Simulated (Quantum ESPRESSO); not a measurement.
# O on hollow sites of W(110): a series in the coverage, part 7 of 9

Wanted: a table for O on hollow sites of W(110) against the coverage, and what can be fitted to it.

Quantum ESPRESSO 7.5; plane-wave DFT, PBE, GBRV ultrasoft pseudopotentials.

So far. Step 7 (Relaxation with pw.x, 0.1111 ML): The relaxation lowers the energy by 58 meV an atom. On the free atoms the largest force ends at 0.038 eV/Å. Step 8 (SCF with pw.x, 0.1111 ML): Inside the slab this potential holds the local part of the pseudopotentials, which can be repulsive at the nuclei; only its value in the vacuum has a meaning of its own.

## Step 9: Relaxing the ions, 0.75 ML (continued)

Relaxation path:

```tsv
step	energy less that of the first step (eV)	largest force (eV/Å)
1	0.0000	5.8773
2	-2.9912	4.2264
3	-4.3955	1.7360
4	-4.6308	1.3478
5	-4.8418	1.0458
6	-5.0306	0.8304
7	-5.1304	0.9912
8	-5.2171	0.8600
9	-5.2879	0.5496
10	-5.3046	0.2739
11	-5.3105	0.1626
12	-5.3139	0.1417
13	-5.3161	0.1144
14	-5.3175	0.0870
15	-5.3190	0.1087
16	-5.3210	0.1125
17	-5.3230	0.0867
18	-5.3239	0.0752
19	-5.3245	0.0562
20	-5.3247	0.0368
```

The atoms that moved most (Å):

```tsv
atom	dx	dy	dz	length
O15	0.145	0.000	-0.539	0.558
O13	0.116	0.028	-0.505	0.519
O14	0.116	-0.028	-0.505	0.519
W12	0.182	0.000	0.013	0.182
W10	0.055	-0.022	-0.037	0.070
W9	0.055	0.022	-0.037	0.070
W11	-0.009	0.000	0.031	0.032
```

The relaxation lowers the energy by 355 meV an atom. On the free atoms the largest force ends at 0.037 eV/Å.

Numbers from this step:

- free energy: -27294.3214 eV
- Fermi energy: 4.453 eV

## Step 10: SCF with pw.x, 0.75 ML

File m7.esm.in:

```
&control
  prefix = 'm7.esm'
  outdir = './out'
  pseudo_dir = './pseudo'
  calculation = 'scf'
  tprnfor = .true.
/
&system
  ibrav = 0
  nat = 15
  ntyp = 2
  ecutwfc = 40
  ecutrho = 200
  occupations = 'smearing'
  smearing = 'mv'
  degauss = 0.02
  assume_isolated = 'esm'
  esm_bc = 'bc1'
/
&electrons
  conv_thr = 1e-07
  mixing_beta = 0.25
  electron_maxstep = 160
  mixing_mode = 'local-TF'
  mixing_ndim = 12
/
ATOMIC_SPECIES
  W   183.8400  w_pbe_v1.2.uspp.F.UPF
  O   15.9990  o_pbe_v1.2.uspp.F.UPF
CELL_PARAMETERS angstrom
  4.50023714757799 -3.18214820400000 0.00000000000000
  4.50023714757799 3.18214820400000 0.00000000000000
  0.00000000000000 0.00000000000000 20.31019709156372
ATOMIC_POSITIONS crystal
  W   0.830000000000 0.330000000000 -0.140502762350
  W   0.330000000000 0.830000000000 -0.140502762350
  W   0.330000000000 0.330000000000 -0.140502762350
  W   0.830000000000 0.830000000000 -0.140502762350
  W   0.080000000000 0.580000000000 -0.029715133650
  W   0.580000000000 0.080000000000 -0.029715133650
  W   0.580000000000 0.580000000000 -0.029715133650
  W   0.080000000000 0.080000000000 -0.029715133650
  W   0.832622243400 0.339516429800 0.079232781150
  W   0.339516429800 0.832622243400 0.079232781150
  W   0.328985602400 0.328985602400 0.082608132650
  W   0.850217406900 0.850217406900 0.081722611050
  O   0.008419075700 0.517271988200 0.140502762350
  O   0.517271988200 0.008419075700 0.140502762350
  O   0.516089094500 0.516089094500 0.138803736950
K_POINTS automatic
  5 5 1 0 0 0
```

Launch:

```sh
OMP_NUM_THREADS=1 mpirun -n 8 pw.x -nk 2 -in m7.esm.in > m7.esm.out
```

The log of the run:

```text
[banner, memory and clock lines left out]
Program PWSCF v.7.5 starts
[...]
Message from routine setup:
[...]
number of electrons       =       186.00
     number of Kohn-Sham states=          112
     kinetic-energy cutoff     =      40.0000  Ry
     charge density cutoff     =     200.0000  Ry
[...]
number of k points=     9  Marzari-Vanderbilt smearing, width (Ry)=  0.0200
[...]
Dense  grid:   187585 G-vectors     FFT dimensions: (  48,  48, 180)
[...]
negative rho (up, down):  7.635E-01 0.000E+00
     Starting wfcs are  168 randomized atomic wfcs
[...]
negative rho (up, down):  7.639E-01 0.000E+00
[...]
estimated scf accuracy    <       6.57464019 Ry
[...]
negative rho (up, down):  7.718E-01 0.000E+00
[...]
estimated scf accuracy    <       3.82317039 Ry
[...]
negative rho (up, down):  7.732E-01 0.000E+00
[...]
estimated scf accuracy    <       0.33595444 Ry
[...]
negative rho (up, down):  7.745E-01 0.000E+00
[...]
estimated scf accuracy    <       1.22749713 Ry
[...]
negative rho (up, down):  7.755E-01 0.000E+00
[...]
estimated scf accuracy    <       2.18984949 Ry
[...]
negative rho (up, down):  7.832E-01 0.000E+00
[...]
estimated scf accuracy    <       2.82745985 Ry
[...]
negative rho (up, down):  7.833E-01 0.000E+00
[...]
estimated scf accuracy    <       0.72770243 Ry
[...]
negative rho (up, down):  7.841E-01 0.000E+00
[...]
estimated scf accuracy    <       0.37782028 Ry
[...]
negative rho (up, down):  7.868E-01 0.000E+00
[...]
estimated scf accuracy    <       0.60431414 Ry
[...]
negative rho (up, down):  7.926E-01 0.000E+00
[...]
estimated scf accuracy    <       0.45979943 Ry
[...]
negative rho (up, down):  7.936E-01 0.000E+00
[...]
estimated scf accuracy    <       0.25069468 Ry
[...]
negative rho (up, down):  7.918E-01 0.000E+00
[...]
estimated scf accuracy    <       0.19160244 Ry
[...]
negative rho (up, down):  7.905E-01 0.000E+00
[...]
estimated scf accuracy    <       0.01255942 Ry
[...]
negative rho (up, down):  7.900E-01 0.000E+00
[...]
estimated scf accuracy    <       0.01334298 Ry
[...]
negative rho (up, down):  7.876E-01 0.000E+00
[...]
estimated scf accuracy    <       0.00857454 Ry
[...]
negative rho (up, down):  7.871E-01 0.000E+00
[...]
estimated scf accuracy    <       0.01012289 Ry
[...]
negative rho (up, down):  7.877E-01 0.000E+00
[...]
estimated scf accuracy    <       0.01265668 Ry
[...]
negative rho (up, down):  7.916E-01 0.000E+00
[...]
estimated scf accuracy    <       0.01076573 Ry
[...]
negative rho (up, down):  7.963E-01 0.000E+00
[...]
estimated scf accuracy    <       0.00502181 Ry
[...]
negative rho (up, down):  7.926E-01 0.000E+00
[...]
estimated scf accuracy    <       0.00213683 Ry
[...]
negative rho (up, down):  7.918E-01 0.000E+00
[...]
estimated scf accuracy    <       0.00123693 Ry
[...]
negative rho (up, down):  7.902E-01 0.000E+00
[...]
estimated scf accuracy    <       0.00112851 Ry
[...]
negative rho (up, down):  7.896E-01 0.000E+00
[...]
estimated scf accuracy    <       0.00079425 Ry
[...]
negative rho (up, down):  7.911E-01 0.000E+00
[...]
estimated scf accuracy    <       0.00036509 Ry
[...]
negative rho (up, down):  7.912E-01 0.000E+00
[...]
estimated scf accuracy    <       0.00023020 Ry
[...]
negative rho (up, down):  7.915E-01 0.000E+00
[...]
estimated scf accuracy    <       0.00018329 Ry
[...]
negative rho (up, down):  7.912E-01 0.000E+00
[...]
estimated scf accuracy    <       0.00008020 Ry
[...]
negative rho (up, down):  7.910E-01 0.000E+00
[...]
estimated scf accuracy    <       0.00002468 Ry
[...]
negative rho (up, down):  7.911E-01 0.000E+00
[...]
estimated scf accuracy    <       0.00000415 Ry
[...]
negative rho (up, down):  7.913E-01 0.000E+00
[...]
estimated scf accuracy    <       0.00001051 Ry
[...]
negative rho (up, down):  7.913E-01 0.000E+00
[...]
estimated scf accuracy    <       0.00000177 Ry
[...]
negative rho (up, down):  7.913E-01 0.000E+00
[...]
estimated scf accuracy    <       0.00000069 Ry
[...]
negative rho (up, down):  7.913E-01 0.000E+00
[...]
estimated scf accuracy    <       0.00000038 Ry
[...]
negative rho (up, down):  7.914E-01 0.000E+00
[...]
estimated scf accuracy    <       0.00000039 Ry
[...]
negative rho (up, down):  7.914E-01 0.000E+00
[...]
estimated scf accuracy    <       0.00000030 Ry
[...]
negative rho (up, down):  7.914E-01 0.000E+00
[...]
estimated scf accuracy    <       0.00000015 Ry
[...]
negative rho (up, down):  7.914E-01 0.000E+00
[...]
estimated scf accuracy    <       0.00000016 Ry
[...]
negative rho (up, down):  7.914E-01 0.000E+00
[...]
estimated scf accuracy    <       0.00000013 Ry
[...]
negative rho (up, down):  7.914E-01 0.000E+00
[...]
estimated scf accuracy    <       0.00000012 Ry
[...]
negative rho (up, down):  7.914E-01 0.000E+00
[...]
the Fermi energy is    -5.3427 ev
!    total energy              =   -2006.09542867 Ry
     estimated scf accuracy    <       0.00000010 Ry
     smearing contrib. (-TS)   =      -0.00367370 Ry
     internal energy E=F+TS    =   -2006.09175497 Ry
[...]
one-electron contribution =   18908.07476080 Ry
     hartree contribution      =   -9522.30688517 Ry
     xc contribution           =    -515.84311709 Ry
     ewald contribution        =  -10876.01651351 Ry
     convergence has been achieved in  40 iterations
     negative rho (up, down):  7.914E-01 0.000E+00
[...]
Total force =     0.060753     Total SCF correction =     0.001347
[...]
```

It took 6.6 min on 8 MPI ranks of Arm Neoverse V1, shared host; peak memory 2.2 GiB.

Numbers from this step:

```
free energy                                                    : -27294.3188 eV
Fermi energy                                                   : -5.343 eV
vacuum line at the lower end of the cell, over the Fermi level : 5.012 eV
vacuum line at the upper end of the cell, over the Fermi level : 5.673 eV
```

Inside the slab this potential holds the local part of the pseudopotentials, which can be repulsive at the nuclei; only its value in the vacuum has a meaning of its own.

[end of part 7 of 9]

[Logs are printed without paths, hosts, clocks, repeated set-up lines and the standing remarks that a program may print on its own settings, such as how far it seeks lower states.]

[Hosts, paths, dates, database ids (printed as entryN), source tags and the programs' standing remarks are cut or masked in the printed files.]

[Maps of the electrostatic potential energy from Ansatz leave out the sawtooth potential of an applied field or a dipole correction, so their vacuum need not be flat; planar profiles and work functions include it.]
